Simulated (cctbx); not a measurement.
# LaEuCu with cctbx, script by script

Library: cctbx 2025.11. The data are simulated by the first script.

## 1. Simulate the data

run.py:

```python
from cctbx import adptbx, crystal, miller, sgtbx, xray
from cctbx.array_family import flex
from iotbx.shelx import hklf
from scitbx import matrix
import scitbx.random

cs = crystal.symmetry(unit_cell=(4.798, 4.798, 8.04, 90, 90, 120), space_group_symbol='Hall: -P 6c 2c')  # P6_3/mmc
atoms = [  # label, site, U (iso, or U11 U22 U33 U12 U13 U23 in A^2), occupancy
    ("Eu1", (2/3, 1/3, 0.25), (0.0297, 0.0297, 0.0248, 0.0148, 0.0000, 0.0000), 1),
    ("La1", (0, 0, 0), (0.0295, 0.0295, 0.0568, 0.0147, 0.0000, 0.0000), 1),
    ("Cu1", (2/3, 1/3, 0.75), (0.0306, 0.0306, 0.0305, 0.0153, 0.0000, -0.0000), 1),
]
xs = xray.structure(crystal_symmetry=cs)
for label, site, u, occ in atoms:
    u = adptbx.u_cif_as_u_star(cs.unit_cell(), u) if isinstance(u, tuple) else u
    xs.add_scatterer(xray.scatterer(label, site=site, u=u, occupancy=occ))
xs.set_inelastic_form_factors(0.56087, "sasaki")
xs.show_summary()
p1 = xs.expand_to_p1()
ms = miller.build_set(p1, anomalous_flag=True, d_min=0.6)
flex.set_random_seed(216309)
scitbx.random.set_random_seed(216309)
ms = ms.select(flex.random_double(ms.size()) < 0.8)
i = ms.structure_factors_from_scatterers(p1, algorithm="direct").f_calc().as_intensity_array().data()
i = i * 5000 / flex.max(i)
sig = flex.sqrt(i + flex.pow2(0.015 * i) + 4 ** 2)
noise = scitbx.random.variate(scitbx.random.normal_distribution())(i.size())
data = ms.array(data=i + sig * noise, sigmas=sig).set_observation_type_xray_intensity()
with open("data.hkl", "w") as f:
    data.export_as_shelx_hklf(f)
print("reflections written:", data.size(), " <I/sigma> = %.1f" % flex.mean(data.data() / data.sigmas()))
for h, a, b in list(data.sort("data"))[:12]:
    print("%4d%4d%4d %9.1f %7.1f" % (h + (a, b)))
```

```console
$ python run.py
```

```text
Number of scatterers: 3
At special positions: 3
Unit cell: (4.798, 4.798, 8.04, 90, 90, 120)
Space group: P 63/m m c (No. 194)
reflections written: 2471  <I/sigma> = 5.3
  -1  -1   0    5188.8   103.2
   1   1   0    5043.3   103.2
   1  -2   0    5035.1   103.2
   2  -1   0    5018.3   103.2
  -1   2   0    4947.5   103.2
  -2   1   0    4779.0   103.2
   0   0  -4    3966.8    83.9
   0   0   4    3782.6    83.9
  -1   0   2    2803.9    65.7
  -1   1   2    2777.3    65.7
  -1   0  -2    2773.8    65.7
   1  -1   2    2752.4    65.7
```

Run time: 0.52 s on 1 thread of Arm Neoverse N1, on a shared host, peak memory 0.07 GiB.

## 2. Symmetry

run.py:

```python
from cctbx import crystal, sgtbx, statistics
from cctbx.array_family import flex
from iotbx.shelx import hklf

p1 = crystal.symmetry(unit_cell=(4.798, 4.798, 8.04, 90, 90, 120), space_group_symbol="P 1")
raw = hklf.reader(file_name="data.hkl").as_miller_arrays(crystal_symmetry=p1, anomalous=True)[0]
print(raw.size(), "reflections to d = %.3f A" % raw.d_min())
isig = raw.data() / raw.sigmas()
print("centring   violations  <I/sigma> of those")
best = "P"
for c in "ABCIRF":
    a = raw.customized_copy(space_group_info=sgtbx.space_group_info("Hall: %s 1" % c)).sys_absent_flags().data()
    m = flex.mean(isig.select(a))
    print("%5s %10d of %5d %8.1f" % (c, (isig.select(a) > 4).count(True), a.count(True), m))
    if (isig.select(a) > 4).count(True) < 0.01 * a.count(True):
        best = c
raw = raw.select(~raw.customized_copy(space_group_info=sgtbx.space_group_info("Hall: %s 1" % best)).sys_absent_flags().data())
isig = raw.data() / raw.sigmas()
rows = []
for s in sgtbx.space_group_symbol_iterator():
    g = sgtbx.space_group(s)
    if g.conventional_centring_type_symbol() != best or not g.is_compatible_unit_cell(p1.unit_cell(), 1e-3, 0.02):
        continue
    rows.append((s, g))
print("Laue class    unique    Rint  (classes that these axes allow; Friedel mates merged)")
rint = {}
for s, g in rows:
    laue = g.build_derived_patterson_group()
    key = laue.type().hall_symbol()
    if key not in rint:
        m = raw.customized_copy(space_group_info=laue.info(), anomalous_flag=False).merge_equivalents()
        rint[key] = m.r_int()
        print("%-14s %6d %7.3f" % (laue.type().lookup_symbol(), m.array().size(), m.r_int()))
floor = min(rint.values())
good = [(s, g) for s, g in rows if rint[g.build_derived_patterson_group().type().hall_symbol()] < 2 * floor + 0.03]
top = max(g.build_derived_patterson_group().order_z() for s, g in good)
print("space group    extra absences  I>4sigma  <I/sigma>")
for s, g in good:
    laue = g.build_derived_patterson_group()
    if laue.order_z() != top:
        continue
    a = raw.customized_copy(space_group_info=g.info()).sys_absent_flags().data()
    a &= ~raw.customized_copy(space_group_info=laue.info()).sys_absent_flags().data()
    bad = (isig.select(a) > 4).count(True)
    if bad <= 0.03 * a.count(True):
        print("%-16s %8d %10d %9s  %s" % (s.universal_hermann_mauguin(), a.count(True), bad, "%.1f" % flex.mean(isig.select(a)) if a.count(True) else "-", "centric" if g.is_centric() else "acentric"))
laue = max(good, key=lambda t: t[1].build_derived_patterson_group().order_z())[1].build_derived_patterson_group()
f = raw.customized_copy(space_group_info=laue.info(), anomalous_flag=False).merge_equivalents().array().eliminate_sys_absent().f_sq_as_f()
f.set_observation_type_xray_amplitude()
bins = max(3, min(8, f.size() // 12))
f.setup_binner(n_bins=bins)
w = statistics.wilson_plot(f, {e: n / laue.order_z() for e, n in {'Eu': 2.0, 'La': 2.0, 'Cu': 2.0}.items()}, e_statistics=True)
print("Wilson B = %.2f A^2   <|E^2-1|> = %.3f (0.968 centric, 0.736 acentric)   E^2>4: %.1f %%" % (w.wilson_b, w.mean_e_sq_minus_1, w.percent_e_sq_gt_2))
print("shell (A)         n   <I/sigma>")
m = raw.customized_copy(space_group_info=laue.info(), anomalous_flag=False).merge_equivalents().array().eliminate_sys_absent()
for b in m.setup_binner(n_bins=bins).range_used():
    sel = m.binner().selection(b)
    print("%5.2f - %4.2f %6d %8.1f" % (min(m.binner().bin_d_range(b)[0] if m.binner().bin_d_range(b)[0] > 0 else 99, 99), m.binner().bin_d_range(b)[1], sel.count(True), flex.mean((m.data() / m.sigmas()).select(sel))))
```

```console
$ python run.py
```

```text
2471 reflections to d = 0.602 A
centring   violations  <I/sigma> of those
    A        490 of  1229      5.3
    B        496 of  1234      5.3
    C        504 of  1273      5.2
    I        500 of  1236      5.4
    R        672 of  1657      5.3
    F        745 of  1868      5.3
Laue class    unique    Rint  (classes that these axes allow; Friedel mates merged)
P -1             1468   0.041
P 1 1 2/m         806   0.047
P -3              518   0.051
P -3 1 m          301   0.054
P -3 m 1          332   0.053
P 6/m             279   0.054
P 6/m m m         197   0.056
space group    extra absences  I>4sigma  <I/sigma>
P 6 2 2                 0          0         -  acentric
P 63 2 2               11          0      -0.0  acentric
P 6 m m                 0          0         -  acentric
P 63 m c              170          0       0.1  acentric
P -6 m 2                0          0         -  acentric
P -6 2 m                0          0         -  acentric
P -6 2 c              170          0       0.1  acentric
P 6/m m m               0          0         -  centric
P 63/m m c            170          0       0.1  centric
Wilson B = 2.47 A^2   <|E^2-1|> = 0.857 (0.968 centric, 0.736 acentric)   E^2>4: 1.7 %
shell (A)         n   <I/sigma>
 8.04 - 1.20     34     35.3
 1.20 - 0.95     28     27.3
 0.95 - 0.83     22     19.2
 0.83 - 0.76     27     19.0
 0.76 - 0.70     23      9.9
 0.70 - 0.66     23      9.2
 0.66 - 0.63     21      7.6
 0.63 - 0.60     19      6.3
```

Time: 0.59 s.

## 3. Patterson map

run.py:

```python
from cctbx import crystal, maptbx
from iotbx.shelx import hklf

cs = crystal.symmetry(unit_cell=(4.798, 4.798, 8.04, 90, 90, 120), space_group_symbol='Hall: -P 6c 2c')  # P6_3/mmc
raw = hklf.reader(file_name="data.hkl").as_miller_arrays(crystal_symmetry=cs, anomalous=True)[0]
merged = raw.eliminate_sys_absent().merge_equivalents()
fo2 = merged.array().set_observation_type_xray_intensity()
f = fo2.average_bijvoet_mates().f_sq_as_f()
pm = f.patterson_map(symmetry_flags=maptbx.use_space_group_symmetry, sharpening=True, resolution_factor=0.25)
peaks = pm.peak_search(parameters=maptbx.peak_search_parameters(min_distance_sym_equiv=0.4, max_clusters=14)).all()
top = peaks.heights()[0]
print("Patterson group", f.patterson_symmetry().space_group_info())
print("      u       v       w   height  length (A)")
for x, h in zip(peaks.sites(), peaks.heights()):
    y = [t - round(t) for t in x]
    print("%7.3f %7.3f %7.3f %8.1f %8.2f" % (x + (1000 * h / top, cs.unit_cell().length(y))))
```

```console
$ python run.py
```

```text
Patterson group P 6/m m m
      u       v       w   height  length (A)
  0.000   0.000   0.000   1000.0     0.00
  0.000   0.000   0.500    754.6     4.02
  0.333   0.667   0.251    548.3     3.43
  0.333   0.667   0.500    344.2     4.88
  0.333   0.667   0.000    226.1     2.77
  0.000   0.161   0.048     46.0     0.86
  0.000   0.162   0.455     39.5     3.74
  0.000   0.000   0.093     38.4     0.74
  0.106   0.211   0.000     34.0     0.88
  0.181   0.470   0.247     31.6     2.80
  0.094   0.188   0.463     26.9     3.80
  0.000   0.380   0.255     26.3     2.74
  0.130   0.565   0.254     26.0     3.20
  0.000   0.000   0.402     25.4     3.24
```

Time: 0.53 s.

## 4. Charge flipping

run.py:

```python
import itertools
from cctbx import crystal, maptbx
from cctbx.array_family import flex
from iotbx.shelx import hklf
from smtbx.ab_initio import charge_flipping as cf

cs = crystal.symmetry(unit_cell=(4.798, 4.798, 8.04, 90, 90, 120), space_group_symbol='Hall: -P 6c 2c')  # P6_3/mmc
raw = hklf.reader(file_name="data.hkl").as_miller_arrays(crystal_symmetry=cs, anomalous=True)[0]
merged = raw.eliminate_sys_absent().merge_equivalents()
fo2 = merged.array().set_observation_type_xray_intensity()
f = fo2.average_bijvoet_mates().f_sq_as_f().resolution_filter(d_min=0.9)
p1 = f.expand_to_p1()
p1.setup_binner_counting_sorted(reflections_per_bin=max(40, p1.size() // 12))
work = p1.array(data=p1.data() / p1.amplitude_quasi_normalisations().data())
flex.set_random_seed(55725)
it = cf.weak_reflection_improved_iterator(delta=None, weak_reflection_fraction=0.2)
it.start(work, phases=flex.random_double(p1.size()) * 6.2832, f_000=0)
it.delta = 1.2 * it.rho_map.sigma()
print("cycle      R  skewness")
for n, st in enumerate(itertools.islice(it, 200)):
    if n % 16 == 0:
        print("%5d %6.3f %8.2f" % (n, st.r1_factor(), st.rho_map.skewness()))
rho = p1.phase_transfer(it.f_calc).fft_map().apply_volume_scaling()
polish = cf.low_density_elimination_iterator(constant_rho_c=rho.sigma())
polish.start(f_obs=p1, phases=it.f_calc, f_000=0)
for _ in range(8):
    next(polish)
print("origin shift          correlation  skewness")
maps = []
for fc, shift, cc in itertools.islice(cf.f_calc_symmetrisations(f, polish.f_calc, 0), 4):
    m = f.phase_transfer(fc).fft_map(symmetry_flags=maptbx.use_space_group_symmetry, resolution_factor=0.25).apply_sigma_scaling()
    maps.append((m.skewness(), cc, m))
    print("%6.3f %6.3f %6.3f %10.3f %9.2f" % (tuple(shift) + (cc, m.skewness())))
skew, cc, m = max((t for t in maps if t[1] > maps[0][1] - 0.04), key=lambda t: t[0])
print("taken: symmetry correlation %.3f, skewness %.2f" % (cc, skew))
peaks = m.peak_search(parameters=maptbx.peak_search_parameters(min_distance_sym_equiv=0.9, max_clusters=8)).all()
sps = cs.special_position_settings(min_distance_sym_equiv=0.5)
print("peak      x       y       z  mult  height/sigma")
for k, (x, h) in enumerate(zip(peaks.sites(), peaks.heights())):
    ss = sps.site_symmetry(x)
    print("Q%-3d %7.4f %7.4f %7.4f %4d %8.1f" % ((k + 1,) + tuple(t % 1 for t in ss.exact_site()) + (ss.multiplicity(), h)))
```

```console
$ python run.py
```

```text
cycle      R  skewness
    0  0.547     0.30
   16  0.513     2.07
   32  0.414     2.75
   48  0.398     2.55
   64  0.408     2.72
   80  0.399     2.64
   96  0.405     2.60
  112  0.419     2.55
  128  0.396     2.51
  144  0.403     2.59
  160  0.411     2.53
  176  0.390     2.32
  192  0.370     2.28
origin shift          correlation  skewness
 0.404  0.513  0.192      0.998      5.83
 0.404  0.516  0.445      0.998      7.18
 0.748  0.212  0.180      0.943      6.77
 0.722  0.183  0.429      0.944      5.86
taken: symmetry correlation 0.998, skewness 7.18
peak      x       y       z  mult  height/sigma
Q1    0.3333  0.6667  0.2500    2     15.1
Q2    0.0000  0.0000  0.0000    2     12.2
Q3    0.3333  0.6667  0.7500    2      6.2
Q4    0.3333  0.6667  0.0899    4      0.4
Q5    0.0170  0.2542  0.5834   24      0.4
Q6    0.2038  0.4077  0.1705   12      0.4
Q7    0.1291  0.5646  0.6164   12      0.3
Q8    0.1532  0.3065  0.0073   12      0.2
```

Time: 0.79 s.

## 5. Refinement (model from the peaks)

run.py:

```python
import math
from cctbx import adptbx, crystal, maptbx, sgtbx, xray
from cctbx.array_family import flex
from cctbx.xray import observations
from iotbx.shelx import hklf
from scitbx.lstbx import normal_eqns_solving
from smtbx import absolute_structure, utils
from smtbx.refinement import constraints, least_squares

cs = crystal.symmetry(unit_cell=(4.798, 4.798, 8.04, 90, 90, 120), space_group_symbol='Hall: -P 6c 2c')  # P6_3/mmc
atoms = [  # label, site, U (iso, or U11 U22 U33 U12 U13 U23 in A^2), occupancy
    ("Eu1", (0.3333, 0.6667, 0.25), 0.0200, 1),
    ("La1", (0, 0, 0), 0.0200, 1),
    ("Cu1", (0.3333, 0.6667, 0.75), 0.0200, 1),
]
xs = xray.structure(crystal_symmetry=cs)
for label, site, u, occ in atoms:
    u = adptbx.u_cif_as_u_star(cs.unit_cell(), u) if isinstance(u, tuple) else u
    xs.add_scatterer(xray.scatterer(label, site=site, u=u, occupancy=occ))
xs.set_inelastic_form_factors(0.56087, "sasaki")
raw = hklf.reader(file_name="data.hkl").as_miller_arrays(crystal_symmetry=cs, anomalous=True)[0]
merged = raw.eliminate_sys_absent().merge_equivalents()
fo2 = merged.array().set_observation_type_xray_intensity()
print("Rint %.3f, %d unique reflections to %.2f A" % (merged.r_int(), fo2.size(), fo2.d_min()))
for sc in xs.scatterers():
    sc.flags.set_grad_site(True)
    sc.flags.set_grad_u_aniso(sc.flags.use_u_aniso())
    sc.flags.set_grad_u_iso(sc.flags.use_u_iso())
obs = fo2.as_xray_observations()
extra = {}
rep = constraints.reparametrisation(xs, [], utils.connectivity_table(xs), **extra)
ls = least_squares.crystallographic_ls(obs, rep, weighting_scheme=least_squares.mainstream_shelx_weighting(a=0, b=0))
print("cycle     R1     wR2    GooF  max shift (A)")
for cycle in range(6):
    ls.build_up()
    r1, wr2, goof = ls.r1_factor(cutoff_factor=2)[0], ls.wR2(), ls.goof()
    old = xs.sites_cart()
    normal_eqns_solving.levenberg_marquardt_iterations(ls, n_max_iterations=3, tau=0.0001, step_threshold=1e-7)
    big = flex.max((xs.sites_cart() - old).norms())
    print("%4d %7.4f %7.4f %7.3f %9.5f" % (cycle + 1, r1, wr2, goof, big))
    ls.build_up(objective_only=True)
    if abs(ls.wR2() - wr2) < 5e-5 and big < 5e-4:
        break
ls.build_up()
print("final R1 %.4f wR2 %.4f GooF %.3f  parameters %d  data/parameter %.1f" % (ls.r1_factor(cutoff_factor=2)[0], ls.wR2(), ls.goof(), ls.n_parameters, fo2.size() / ls.n_parameters))
cov = ls.covariance_matrix_and_annotations()
su = dict(zip(cov.annotations, (math.sqrt(max(v, 0)) for v in cov.matrix.matrix_packed_u_diagonal())))
a2 = cs.unit_cell().reciprocal_parameters()[0] ** -2
print("atom        x        y        z      Ueq    occ   su(xyz)  su(Uiso or U11)")
for sc in xs.scatterers():
    s = max(su.get(sc.label + k, 0) for k in (".x", ".y", ".z"))
    npd = "" if sc.is_positive_definite_u(cs.unit_cell()) else "  NPD"
    print("%-5s %8.5f %8.5f %8.5f %8.4f %6.3f %8.5f %7.4f%s" % ((sc.label,) + sc.site + (sc.u_iso_or_equiv(cs.unit_cell()), sc.occupancy, s, su.get(sc.label + ".uiso", su.get(sc.label + ".u11", 0) * a2), npd)))
fo = fo2.f_sq_as_f()
fc = fo.structure_factors_from_scatterers(xs, algorithm="direct").f_calc()
diff = fo.f_obs_minus_f_calc(1 / math.sqrt(ls.scale_factor()), fc).average_bijvoet_mates()
m = diff.fft_map(symmetry_flags=maptbx.use_space_group_symmetry, resolution_factor=0.25).apply_volume_scaling()
print("difference map: max %.2f min %.2f rms %.2f" % (m.statistics().max(), m.statistics().min(), m.statistics().sigma()))
peaks = m.peak_search(parameters=maptbx.peak_search_parameters(min_distance_sym_equiv=0.6, max_clusters=5)).all()
near = xs.closest_distances(peaks.sites(), distance_cutoff=4)
sps = cs.special_position_settings(min_distance_sym_equiv=0.5)
for k, (x, h) in enumerate(zip(peaks.sites(), peaks.heights())):
    ss = sps.site_symmetry(x)
    print("Q%-3d %7.4f %7.4f %7.4f %4d %7.2f  %.2f A from %s" % ((k + 1,) + tuple(t % 1 for t in ss.exact_site()) + (ss.multiplicity(), h, near.smallest_distances[k], xs.scatterers()[near.i_seqs[k]].label)))
```

```console
$ python run.py
```

```text
Rint 0.054, 174 unique reflections to 0.60 A
cycle     R1     wR2    GooF  max shift (A)
   1  0.1779  0.3417  11.309   0.00000
   2  0.0796  0.1253   4.148   0.00000
final R1 0.0796 wR2 0.1253 GooF 4.148  parameters 3  data/parameter 58.0
atom        x        y        z      Ueq    occ   su(xyz)  su(Uiso or U11)
Eu1    0.33333  0.66667  0.25000   0.0288  1.000  0.00000  0.0005
La1    0.00000  0.00000  0.00000   0.0369  1.000  0.00000  0.0007
Cu1    0.33333  0.66667  0.75000   0.0322  1.000  0.00000  0.0011
difference map: max 13.33 min -5.95 rms 0.89
Q1    0.0000  0.0000  0.0519    4   13.46  0.42 A from La1
Q2    0.0000  0.0000  0.1274    4    5.15  1.02 A from La1
Q3    0.3333  0.6667  0.2500    2    3.76  0.00 A from Eu1
Q4    0.0436  0.0873  0.2500    6    3.53  2.04 A from La1
Q5    0.3333  0.6667  0.5584    4    2.69  1.54 A from Cu1
```

Time: 0.84 s.

Figures of merit this high mean that the model is still wrong or incomplete.

## 6. Refinement (anisotropic displacement)

run.py, as its changes from the last script of this kind:

```diff
@@ -12,3 +12,3 @@
-    ("Eu1", (0.3333, 0.6667, 0.25), 0.0200, 1),
-    ("La1", (0, 0, 0), 0.0200, 1),
-    ("Cu1", (0.3333, 0.6667, 0.75), 0.0200, 1),
+    ("Eu1", (1/3, 2/3, 0.25), 0.0288, 1),
+    ("La1", (0, 0, 0), 0.0369, 1),
+    ("Cu1", (1/3, 2/3, 0.75), 0.0322, 1),
@@ -20,0 +21 @@
+xs.convert_to_anisotropic()
@@ -34 +35 @@
-for cycle in range(6):
+for cycle in range(8):
@@ -38 +39 @@
-    normal_eqns_solving.levenberg_marquardt_iterations(ls, n_max_iterations=3, tau=0.0001, step_threshold=1e-7)
+    normal_eqns_solving.levenberg_marquardt_iterations(ls, n_max_iterations=3, tau=1e-06, step_threshold=1e-7)
@@ -59 +60 @@
-peaks = m.peak_search(parameters=maptbx.peak_search_parameters(min_distance_sym_equiv=0.6, max_clusters=5)).all()
+peaks = m.peak_search(parameters=maptbx.peak_search_parameters(min_distance_sym_equiv=0.6, max_clusters=6)).all()
```

```console
$ python run.py
```

```text
Rint 0.054, 174 unique reflections to 0.60 A
cycle     R1     wR2    GooF  max shift (A)
   1  0.0796  0.1253   4.185   0.00000
   2  0.0173  0.0298   0.993   0.00000
final R1 0.0173 wR2 0.0298 GooF 0.993  parameters 6  data/parameter 29.0
atom        x        y        z      Ueq    occ   su(xyz)  su(Uiso or U11)
Eu1    0.33333  0.66667  0.25000   0.0283  1.000  0.00000  0.0002
La1    0.00000  0.00000  0.00000   0.0383  1.000  0.00000  0.0002
Cu1    0.33333  0.66667  0.75000   0.0308  1.000  0.00000  0.0004
difference map: max 1.05 min -1.14 rms 0.26
Q1    0.1050  0.2099  0.2500    6    1.23  1.90 A from Eu1
Q2    0.1139  0.2279  0.9920   12    1.08  0.95 A from La1
Q3    0.3333  0.6667  0.1215    4    0.99  1.03 A from Eu1
Q4    0.1138  0.4016  0.7500   12    0.90  1.18 A from Cu1
Q5    0.1085  0.2171  0.7500    6    0.84  1.87 A from Cu1
Q6    0.1280  0.4352  0.2500   12    0.77  1.05 A from Eu1
```

It took 0.86 s on 1 thread of Arm Neoverse N1 (shared host), peak memory 0.09 GiB.

[Logs are printed without paths, hosts, clocks, repeated set-up lines and the standing remarks that a program may print on its own settings, such as how far it seeks lower states.]
